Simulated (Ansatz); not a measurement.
# Starting-point dependence of the GW gap of Ta2O5 (Pmmm)

How much of the starting functional survives in the G0W0 gap of Ta2O5 (Pmmm)?

Method: G0W0 on several functionals, plane waves, PAW, in Ansatz 0.2.0.

In doubt: masses and optical values from hybrid runs of this build are listed as unsure (step 3), which bears on the screening that GW takes from such a start.

**1. Starting point**

Symmetry: Pmmm, No. 47, orthorhombic system. Conventional cell: a = 3.677 Å, b = 3.897 Å, c = 6.217 Å, α = 90.00°, β = 90.00°, γ = 90.00°. Nearest to Ta lie 6 O at 1.95 to 2.15 Å. Nearest to Ta lie 6 O at 1.84 to 2.00 Å. Nearest to O lie 3 Ta at 2.00 to 2.15 Å. Nearest to O lie 2 Ta at 1.95 Å. Nearest to O lie 2 Ta at 1.84 Å. O has 2 Ta at 1.95 Å nearest. Farther neighbours and most contacts between anions are not listed.

Structure file:

```cif
data_structure
_symmetry_space_group_name_H-M 'P 1'
_symmetry_Int_Tables_number 1
_cell_length_a 3.6770
_cell_length_b 3.8970
_cell_length_c 6.2170
_cell_angle_alpha 90.000
_cell_angle_beta 90.000
_cell_angle_gamma 90.000
_cell_volume 89.09
loop_
_atom_site_label
_atom_site_type_symbol
_atom_site_fract_x
_atom_site_fract_y
_atom_site_fract_z
_atom_site_occupancy
Ta1 Ta 0.50000 0.00000 0.50000 1
Ta2 Ta 0.00000 0.00000 0.00000 1
O3 O 0.00000 0.00000 0.32191 1
O4 O 0.00000 0.00000 0.67809 1
O5 O 0.50000 0.50000 0.50000 1
O6 O 0.50000 0.00000 0.00000 1
O7 O 0.00000 0.50000 0.00000 1
```

Geometry: measured cell, ions relaxed with LDA. The runs that relaxed it are not among those shown. Spin-orbit coupling is left out unless a step names it.

**2. G0W0 on LDA**

Now the one-shot GW correction: screening in the RPA, then the self-energy of the levels asked for. This step takes PAW set soft_1 files.

This step: G0W0 on LDA, plane waves, PAW; PAW set soft_1.

input.yaml

```yaml
crystal:
  lattice:
    - [3.677, 0.0, 0.0]
    - [0.0, 3.897, 0.0]
    - [0.0, 0.0, 6.217]
  atoms:
    - { symbol: Ta, position: [0.5, 0.0, 0.5] }
    - { symbol: Ta, position: [0.0, 0.0, 0.0] }
    - { symbol: O, position: [0.0, 0.0, 0.3219126261] }
    - { symbol: O, position: [0.0, 0.0, 0.6780873739] }
    - { symbol: O, position: [0.5, 0.5, 0.5] }
    - { symbol: O, position: [0.5, 0.0, 0.0] }
    - { symbol: O, position: [0.0, 0.5, 0.0] }
kpoints:
  mp_grid: { grid: [4, 4, 2] }
hamiltonian:
  xc: lda
  pseudopotentials: { kind: paw, azcp: { folder: soft_1 }, xc_functional: pbe }
scf:
  occupations: { method: fixed }
gw:
  n_empty_bands: 202
  ecut_chi: 100
  qp_bands: [v2, c2]
  qp_kpoints: band_edges
  screening: { model: contour_deformation }
```

Run with:

```console
ansatz run input.yaml --threads 3 --pin off --max-ram 92160MiB --backend cuda --events-out ev --progress --plain --runs-dir out --devices 1 --max-vram 13GiB
```

Numbers of over 12 decimals in the logs are rounded to 6 here.

The log of the run:

```text
GPUs: using 1 of 1 available (devices: 1).
Engine: ansatz 0.2.0, x86_64-unknown-linux-gnu
Pseudopotentials: kind: paw
Pseudopotential: Ta, paw, valence charge 13, recommended cutoff 420 eV (normal), soft_1/Ta.paw.azcp
Pseudopotential: O, paw, valence charge 6, recommended cutoff 420 eV (normal), soft_1/O.paw.azcp
Functional definition: SPW92
  exchange = slater_x
  correlation = pw_c
device memory: the entry about to start is reckoned to put 1.3 GiB on a device that reports 35.7 GiB free (of which the cap on the GPU budget leaves the run 13.0 GiB)
GPU FFT provider: cuFFT
GPU libraries: cuBLAS 13.8.2, cuFFT 12.4.0, cuSOLVER 12.3.4
Crystal: 7 atoms, lattice volume = 89.085 Å³
Basis set: ecut = 420 eV, 1749 PW (Γ)
Bands: 35, of which v1, the nominal top of the filled ones, is band 28 counted from 1 (27 counted from 0)
Symmetry: 8 space group operations
Space group: Pmmm (ITA 47), of the structure as read, at distance tolerance 4.5e-5 Å
k-points: 18 of 32
Non-local potential: Ta, projectors of the file, l = 0: 3, l = 1: 2, l = 2: 2, l = 3: 1
Non-local potential: O, projectors of the file, l = 0: 2, l = 1: 2, l = 2: 1
PAW form: soft (Blöchl's): semilocal exchange-correlation on the pseudo side does not see the compensation charge
PAW frozen core: Ta, regenerated for the run's functional, and the local potential with it (the file was generated under x = pbe(κ = 0.804, μ = 0.219515), c = pbe(β = 0.066725))
PAW frozen core: O, regenerated for the run's functional, and the local potential with it (the file was generated under x = pbe(κ = 0.804, μ = 0.219515), c = pbe(β = 0.066725))
PAW one-centre angular grid: Ta, 590 points (default); XC on 64 Gauss nodes
PAW one-centre angular grid: O, 110 points (default); XC on 64 Gauss nodes
Initial density: superposition of atomic densities (chi_scale 0.1, normalization cell, long waves kept (reshape's long-wave potential 0.02 eV rms))
Initial wavefunctions: pseudopotential atomic-orbital guess
GPU buffer pool allocated for 30375 grid points (all kernels)
GPU transforms: local potential and band sums: pruned to the plane-wave sphere, on 25×27×45
Functional: x = slater, c = lda
SCF iter   1: F=—  HF=-22149.410162 eV  |F-HF|=—  |Δ(HF+E_count)|=         —  Δρ=7.26e-2  dr2=4.81e0  ethr=3.10e-3  ⟨swp⟩=3.9  Hψ=2257  notcnv=0  defer=51
preconditioner: auto → Resta (q_TF=auto, 2.525 Å⁻¹)  ε∞=5.9  [insulator: Δε(μ)=2.418 eV  Ē_g=11.243 eV  n_scr=20 (ndim 8)  ℏωp=24.9 eV  f_vac=0.012  ε∞_Penn≈5.9]
SCF iter   2: F=—  HF=-22148.415034 eV  |F-HF|=—  |Δ(HF+E_count)|=   9.95e-1  Δρ=3.79e-2  dr2=9.63e-1  ethr=3.10e-3  ⟨swp⟩=2.0  Hψ=1174  notcnv=0  defer=67
SCF iter   3: F=—  HF=-22148.179547 eV  |F-HF|=—  |Δ(HF+E_count)|=   2.35e-1  Δρ=1.63e-2  dr2=2.83e-1  ethr=1.72e-3  ⟨swp⟩=2.0  Hψ=855  notcnv=0  defer=81
SCF iter   4: F=—  HF=-22148.109517 eV  |F-HF|=—  |Δ(HF+E_count)|=   7.00e-2  Δρ=4.53e-3  dr2=1.89e-2  ethr=5.05e-4  ⟨swp⟩=2.3  Hψ=1058  notcnv=0  defer=86
SCF iter   5: F=—  HF=-22148.108281 eV  |F-HF|=—  |Δ(HF+E_count)|=   1.24e-3  Δρ=2.90e-3  dr2=6.28e-3  ethr=3.38e-5  ⟨swp⟩=2.0  Hψ=1049  notcnv=0  defer=90
SCF iter   6: F=—  HF=-22148.107583 eV  |F-HF|=—  |Δ(HF+E_count)|=   6.98e-4  Δρ=6.67e-4  dr2=5.31e-4  ethr=1.12e-5  ⟨swp⟩=2.0  Hψ=959  notcnv=0  defer=90
SCF iter   7: F=—  HF=-22148.107664 eV  |F-HF|=—  |Δ(HF+E_count)|=   8.06e-5  Δρ=5.57e-4  dr2=2.57e-4  ethr=9.47e-7  ⟨swp⟩=2.0  Hψ=950  notcnv=0  defer=75
SCF iter   8: F=—  HF=-22148.107619 eV  |F-HF|=—  |Δ(HF+E_count)|=   4.47e-5  Δρ=1.47e-4  dr2=2.28e-5  ethr=4.59e-7  ⟨swp⟩=2.0  Hψ=871  notcnv=0  defer=38
SCF iter   9: F=—  HF=-22148.107616 eV  |F-HF|=—  |Δ(HF+E_count)|=   2.93e-6  Δρ=4.34e-5  dr2=1.91e-6  ethr=4.08e-8  ⟨swp⟩=2.0  Hψ=891  notcnv=0  defer=37
SCF iter  10: F=—  HF=-22148.107616 eV  |F-HF|=—  |Δ(HF+E_count)|=   2.95e-7  Δρ=1.60e-5  dr2=2.48e-7  ethr=3.41e-9  ⟨swp⟩=2.0  Hψ=816  notcnv=0  defer=37
SCF iter  11: F=—  HF=-22148.107616 eV  |F-HF|=—  |Δ(HF+E_count)|=   2.60e-8  Δρ=1.72e-5  dr2=2.18e-7  ethr=1.79e-10  ⟨swp⟩=9.4  Hψ=2166  notcnv=0
SCF iter  12: F=-22148.107616 eV  HF=-22148.107616 eV  |F-HF|=5.35e-10  |Δ(HF+E_count)|=   4.48e-8  Δρ=2.09e-6  dr2=4.74e-9  ethr=1.79e-10  ⟨swp⟩=1.1  Hψ=1596  notcnv=0
SCF 1 converged in 12 iterations: F = -22148.107616 eV  dr2 = 4.74e-9
  greatest PAW one-centre occupation: 0.999 electrons in one spin orbital (limit 2), on the Ta atom at site 1 (counted from 0), in its partial waves of l = 0
device memory: the entry about to start is reckoned to put 1.8 GiB on a device that reports 35.7 GiB free (of which the cap on the GPU budget leaves the run 13.0 GiB)
NSCF: frozen V_eff on 18 k-points
the band table was solved once the SCF had ended and its energy, with any forces and stress, was formed, with the checks that follow a solve (2463 applications of the Hamiltonian). They found nothing against the state; the energy, forces and stress were not computed again (output.eigenvalues in the input reference)
device memory: the entry about to start is reckoned to put 4.0 GiB on a device that reports 35.7 GiB free (of which the cap on the GPU budget leaves the run 13.0 GiB)
NSCF: frozen V_eff on 18 k-points
G₀W₀ screening: q 1/18
[... further progress lines ...]
device memory: the entry about to start is reckoned to put 0.4 GiB on a device that reports 42.9 GiB free (of which the cap on the GPU budget leaves the run 13.0 GiB)
NSCF: frozen V_eff on 1 k-points
device memory: the entry about to start is reckoned to put 0.4 GiB on a device that reports 42.8 GiB free (of which the cap on the GPU budget leaves the run 13.0 GiB)
NSCF: frozen V_eff on 1 k-points
SCF converged after 12 iterations
Free energy (F): -22148.107616 eV
Harris-Foulkes:  -22148.107616 eV  (|F-HF|=5.35e-10)
Internal energy: -22148.107616 eV  (E = F + TS)
E sigma→0 (E₀):  -22148.107616 eV
Fermi energy:    8.740122 eV
--- Per-component energies (eV) ---
  E_band       = -497.280400
  E_kinetic    = 1609.278467
  E_local      = -3731.176799  (includes V_loc(G=0)·N_el)
  E_nonlocal   = 264.881191
  E_hartree    = 1355.055344
  E_xc         = -982.159590
  E_vxc        = -911.881725  (∫ρ·V_xc dr)
  E_paw        = -16875.547024  (= ΣΔE_a)
  E_vpaw       = -438.495924  (= ΣTr[D̂ρ^β])
  E_aug_tail   = 0.004152  (compensation charges beyond the density's cutoff)
  E_ewald      = -3789.445958
  E_core_change = 1.002601  (= ΣΔE_core)
  E_smearing   = -0.000000  (= −TS)
  E_closure    = 0.000000  (closes the sum)
  Σ components = -22148.107616   (vs F -22148.107616, Δ=0.00e0)
--- Band table (eV; the first three rows and the last of 18) ---
  k-point 0: bands = [... 24 lower, 7.2069, 7.8752, 7.8795, 8.0694, 9.0353, 9.4857, 9.9023, 10.8133, ... 3 higher]
  k-point 1: bands = [... 24 lower, 6.6778, 7.4276, 7.8492, 8.0648, 9.5044, 9.9516, 10.2189, 10.9535, ... 3 higher]
  k-point 2: bands = [... 24 lower, 6.5997, 7.2269, 7.4380, 7.7676, 9.1780, 10.8417, 11.0853, 11.2278, ... 3 higher]
  k-point 17: bands = [... 24 lower, 5.5425, 6.2569, 7.8494, 8.7401, 9.5806, 12.0074, 12.1177, 12.9439, ... 3 higher]
--- G₀W₀: contour deformation, 9 samples at zero and on the imaginary axis and 1 off it, 32 q-points, 202 empty bands' worth ---
  eigenvalues of the whole cell's RPA ε∞ on this k-mesh (on a slab, of 1 + 4πα/V) = 6.9001, 7.4760, 12.2950; static W/v taken at q = 0 is 0.116899
  gw.qp_kpoints: band_edges: 12 of 18 stored k-points solved, in 1 pass; an edge of the gap read off the rows below is read off those points alone
    valence top: of the k-points left out ik 11 came nearest to being solved in a further pass, in band 28 (counted from 1, as in the quasiparticle table): it holds the edge there only if its correction is more favourable than any solved in that band by at least 0.556 eV; those differ by 0.104 eV
    conduction bottom: of the k-points left out ik 15 came nearest to being solved in a further pass, in band 29 (counted from 1, as in the quasiparticle table): it holds the edge there only if its correction is more favourable than any solved in that band by at least 0.579 eV; those differ by 0.111 eV
  `?` marks the rows in doubt; gw_qp.tsv's column doubts and the gw_qp event give each row's grounds
    ik  band        ε_KS         Σx   Σc(E_QP)       V_xc       Z   E_QP_lin       E_QP  E_QP is
     0    27      7.8795   -26.0643     4.6756   -21.3411  0.6796     7.8319     7.8319  root
     0    28      8.0694   -26.2118     4.9858   -21.1083  0.6682     7.9491     7.9517  root
     0    29      9.0353   -11.1342    -5.3294   -17.4170  0.7210     9.9670     9.9887  root
     0    30      9.4857   -13.4201    -4.8163   -19.2982  0.7372    10.5200    10.5475  root
     1    27      7.8492   -27.6852     4.8403   -22.7107  0.6959     7.7113     7.7150  root
     1    28      8.0648   -26.2122     4.9901   -21.1038  0.6685     7.9437     7.9465  root
     1    29      9.5044   -13.4404    -4.8517   -19.3564  0.7362    10.5418    10.5687  root
     1    30      9.9516   -13.2234    -5.2885   -19.5022  0.6884    10.9045    10.9418  root
     2    27      7.4380   -26.7376     4.7940   -21.9058  0.6832     7.4003     7.4002  root
     2    28      7.7676   -25.6502     4.6718   -20.9320  0.6881     7.7181     7.7211  root
     2    29      9.1780   -11.1617    -5.4220   -17.5457  0.7172    10.1148    10.1400  root
     2    30     10.8417   -13.3165    -5.0860   -19.6181  0.7395    12.0145    12.0573  root
     4    27      7.5056   -27.3785     4.8024   -22.5633  0.6983     7.4929     7.4929  root
     4    28      7.9649   -25.8748     4.8414   -20.9889  0.6782     7.9201     7.9203  root
     4    29      9.2760   -11.1760    -5.5394   -17.6965  0.6985    10.2046    10.2571  root
     4    30     10.8707   -13.3494    -5.1069   -19.6766  0.7372    12.0451    12.0910  root
     6    27      7.5828   -27.7118     4.8595   -22.6953  0.6906     7.4192     7.4257  root
     6    28      7.7972   -25.5389     4.6523   -20.8133  0.6769     7.7233     7.7238  root
     6    29      9.3693   -12.5570    -5.3288   -18.8857  0.7009    10.3327    10.3691  root
     6    30      9.4624   -13.6578    -4.6585   -19.3149  0.7225    10.4358    10.4609  root
     8    27      7.8037   -25.4162     4.6963   -20.6569  0.6620     7.7394     7.7407  root
     8    28      7.9824   -25.6416     5.0140   -20.4985  0.6567     7.8742     7.8534  root ?
     8    29      9.4067   -12.3549    -5.4512   -18.8129  0.7012    10.3766    10.4135  root
     8    30     10.9136   -14.6560    -4.8595   -20.5574  0.6985    11.9429    11.9554  root
    10    27      7.9270   -25.7597     4.8385   -20.8637  0.6758     7.8693     7.8696  root
[...]
16    27      7.8990   -25.6792     4.8327   -20.7798  0.6725     7.8318     7.8324  root
    16    28      8.7395   -26.3977     4.9626   -21.3691  0.6793     8.6730     8.6735  root
    16    29      9.0122   -11.8882    -5.6764   -18.6150  0.7129    10.0281    10.0627  root
    16    30     12.0768   -15.2522    -5.3794   -21.7342  0.6728    13.1628    13.1794  root
    17    27      7.8494   -25.9778     4.8640   -21.0783  0.6760     7.8139     7.8139  root
    17    28      8.7401   -26.4093     4.9726   -21.3700  0.6792     8.6729     8.6734  root
    17    29      9.5806   -12.7095    -5.8034   -19.5674  0.6926    10.5963    10.6351  root
    17    30     12.0074   -15.9362    -5.0655   -22.1947  0.7142    13.1618    13.2004  root
```

Wall time 36 s (1 × NVIDIA H100 80GB HBM3 (shared by 6 runs) with 3 threads of AMD EPYC 7R13 (Zen 3), shared host); peak memory 1.3 GiB; 70 s of CPU time.

In the SCF lines HF is the Harris–Foulkes energy and dr2 the Hartree energy of the density residual, in eV; the loop may stop once dr2 is under the threshold and the program's other checks hold. Hψ counts applications of the Hamiltonian.

This step gave:

- bands summed: 230
- RPA ε∞ on this mesh (eigenvalues): 6.900, 7.476, 12.30
- plane waves in the screening matrix: 193
- q-points in the mesh: 32
- G0W0 gap on the mesh: 1.241 eV
- k of the valence top: -0.5, -0.5, 0
- k of the conduction bottom: -0.5, 0, 0
- starting gap on the mesh: 0.1975 eV
- Z at the valence top: 0.6793
- Z at the conduction bottom: 0.7334
- least direct G0W0 gap on the computed points: 1.389 eV

The gap on the mesh goes from 0.20 eV to 1.24 eV, a correction of +1.04 eV. Between the two edge states, bare exchange in place of the xc potential would open the gap by 10.70 eV, and correlation takes back 9.66 eV.

**3. G0W0 on HSE06**

The same correction from a different start measures what one shot leaves open.

This step: G0W0 on HSE06, plane waves, PAW; PAW set soft_1.

input.yaml, as its differences from that of step 2:

```diff
@@ -16,4 +16,4 @@
 hamiltonian:
-  xc: lda
-  pseudopotentials: { kind: paw, azcp: { folder: soft_1 }, xc_functional: pbe }
+  xc: hse06
+  pseudopotentials: { kind: paw, azcp: { folder: soft_1 } }
 scf:
```

The log of the run:

```text
GPUs: using 1 of 1 available (devices: 1).
[...]
davidson cushion auto → on  (no smearing: the cushion is to keep the highest requested band from converging to the state above it; pin scf.eigensolver.cushion to override)
[...]
GPU FFT provider: cuFFT
GPU libraries: cuBLAS 13.8.2, cuFFT 12.4.0, cuSOLVER 12.3.4
Crystal: 7 atoms, lattice volume = 89.085 Å³
Basis set: ecut = 420 eV, 1749 PW (Γ)
Bands: 35, of which v1, the nominal top of the filled ones, is band 28 counted from 1 (27 counted from 0)
Symmetry: 8 space group operations
[...]
k-points: 18 of 32
[...]
GPU buffer pool allocated for 30375 grid points (all kernels)
[...]
SCF iter   1: F=—  HF=-22710.149559 eV  |F-HF|=—  |Δ(HF+E_count)|=         —  Δρ=8.55e-2  dr2=6.87e0  ethr=1.00e-1  ⟨swp⟩=3.8  Hψ=1911  notcnv=0
[...]
SCF iter  10: F=-22708.738710 eV  HF=-22708.738713 eV  |F-HF|=3.51e-6  |Δ(HF+E_count)|=   1.78e-6  Δρ=6.29e-5  dr2=4.71e-6  ethr=3.48e-8  ⟨swp⟩=3.2  Hψ=1650  notcnv=0
SCF 1 stopped early in 10 iterations: F = -22708.738710 eV  dr2 = 4.71e-6
[...]
GPU FFT provider: cuFFT
GPU libraries: cuBLAS 13.8.2, cuFFT 12.4.0, cuSOLVER 12.3.4
[...]
GPU buffer pool allocated for 30375 grid points (all kernels)
[...]
Free energy (F): -22708.763582 eV
Frozen-core exchange: fock
[...]
Internal energy: -22708.763582 eV  (E = F + TS)
E sigma→0 (E₀):  -22708.763582 eV
Fermi energy:    8.137235 eV
[...]
--- Band table (eV; the first three rows and the last of 18) ---
  k-point 0: bands = [... 24 lower, 6.5523, 7.2187, 7.2933, 7.4362, 9.9558, 10.2345, 10.6319]
  k-point 1: bands = [... 24 lower, 5.8063, 6.8863, 7.2005, 7.4314, 10.2531, 10.8655, 10.8886]
  k-point 2: bands = [... 24 lower, 5.8465, 6.5318, 6.7498, 7.1604, 10.1204, 11.8438, 11.8901]
  k-point 17: bands = [... 24 lower, 4.8416, 5.4386, 7.1960, 8.1372, 10.5525, 12.7214, 13.0637]
  guard bands above this table: 4 of the run's 35 bands. The solve was not asked for them (output.publish_guard_bands: true or output.eigenvalues: true publishes all)
[...]
0    27      7.2933   -25.9418     4.2971   -22.0050  0.7657     7.6520     7.6537  root
     0    28      7.4362   -26.2280     4.5435   -22.0105  0.7617     7.7607     7.7622  root
     0    29      9.9558   -10.7853    -4.8475   -15.9562  0.8014    10.2806    10.2793  root
     0    30     10.2345   -13.0292    -4.5003   -18.0482  0.8097    10.7562    10.7531  root
     1    27      7.2005   -27.8116     4.3829   -23.7673  0.7798     7.5376     7.5390  root
     1    28      7.4314   -26.2269     4.5446   -22.0074  0.7618     7.7550     7.7565  root
     1    29     10.2531   -13.0521    -4.5248   -18.0967  0.8090    10.7759    10.7728  root
     1    30     10.8655   -12.6448    -4.8487   -17.9258  0.7840    11.3010    11.2979  root
[...]
17    27      7.1960   -26.0781     4.4792   -22.0220  0.7593     7.6167     7.6191  root
    17    28      8.1372   -26.5651     4.5659   -22.4114  0.7656     8.5472     8.5494  root
    17    29     10.5525   -12.3230    -5.2659   -18.0005  0.7839    10.9668    10.9641  root
    17    30     12.7214   -15.7184    -4.5634   -21.0127  0.7967    13.4598    13.4524  root
```

Elapsed: 72 s, on 1 × NVIDIA H100 80GB HBM3 (shared by 6 runs) with 3 threads; peak memory 1.6 GiB; 83 s of CPU time.

This step gave:

| Item | Value |
| --- | --- |
| bands summed | 230 |
| RPA ε∞ on this mesh (eigenvalues) | 4.159, 4.921, 5.850 |
| plane waves in the screening matrix | 193 |
| q-points in the mesh | 32 |
| G0W0 gap on the mesh | 1.529 eV |
| k of the valence top | -0.5, -0.5, -0.5 |
| k of the conduction bottom | -0.5, 0, 0 |
| starting gap on the mesh | 1.479 eV |
| Z at the valence top | 0.7656 |
| Z at the conduction bottom | 0.8082 |
| least direct G0W0 gap on the computed points | 1.791 eV |

Against the run with 4×4×2 mesh, 202 empty bands, screening to 100 eV, PAW set soft_1 files on LDA, the gap moves by +0.29 eV, while the start moved by +1.28 eV.

(Continued in part 2 of 2.)

[Paths, hosts, dates, memory and timing lines, banners, echoed tables and standing remarks are left out of the program output.]

[Logs are printed without paths, hosts, clocks, repeated set-up lines and the standing remarks that a program may print on its own settings, such as how far it seeks lower states.]

[Runs of the session that timed out or met a known fault of the program may be left out.]

[Cells called generated may have been cut or substituted from an entry of the Crystallography Open Database or the Materials Project.]

[Hosts, paths, dates, database ids (printed as entryN), source tags and the programs' standing remarks are cut or masked in the printed files.]
